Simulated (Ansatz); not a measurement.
Consider NaMoO3 (cubic perovskite) (Pm-3m).

The structure was built from a prototype and need not be the compound's stable phase.

The structure is cubic, space group Pm-3m (No. 221). Conventional cell: a = 3.830 Å, b = 3.830 Å, c = 3.830 Å, α = 90.00°, β = 90.00°, γ = 90.00°. Na has 12 O at 2.71 Å nearest. Mo has 6 O at 1.92 Å nearest. Nearest to O lie 2 Mo at 1.92 Å and 4 Na at 2.71 Å. Farther neighbours and most contacts between anions are not listed.

```
Na Mo O
1.0
     0.00000   -3.83009    0.00000
     0.00000    0.00000    3.83009
    -3.83009    0.00000    0.00000
Na Mo O
1 1 3
Direct
  0.00000 0.00000 0.00000
  0.50000 0.50000 0.50000
  0.50000 0.50000 0.00000
  0.50000 0.00000 0.50000
  0.00000 0.50000 0.50000
```

The structure was relaxed with LDA. The structure type comes from a generator and need not be one that this composition takes. The structure was generated from a model, not taken from a measurement. The runs that relaxed it are not among those shown. The program's search for lower electronic states was switched off, so nothing shows that the state found is the lowest. PAW set soft_2, made with PBE.

A constrained-RPA run (Ansatz 0.2.0; non-magnetic LDA; Mo t2g, bands v1 to c2, 4×4×4 mesh, medium accuracy) builds 3 functions on bands 4.2 eV wide, with 1.0 electrons in the window. The bare on-site interaction is 11.7 eV and the bare J 0.39 eV.

Question: What U and J survive the screening?

On the Mo t2g shell, U = 2.82 eV (24 % of the bare value), U′ = 2.20 eV, J = 0.28 eV.

The parent state is non-magnetic and the interaction static (zero frequency); U depends on the window and the orbitals, so it belongs to this model alone.

[Paths, hosts, dates, memory and timing lines, banners, echoed tables and standing remarks are left out of the program output.]

[Logs are printed without paths, hosts, clocks, repeated set-up lines and the standing remarks that a program may print on its own settings, such as how far it seeks lower states.]

[Runs of the session that timed out or met a known fault of the program may be left out.]

[Hosts, paths, dates, database ids (printed as entryN), source tags and the programs' standing remarks are cut or masked in the printed files.]
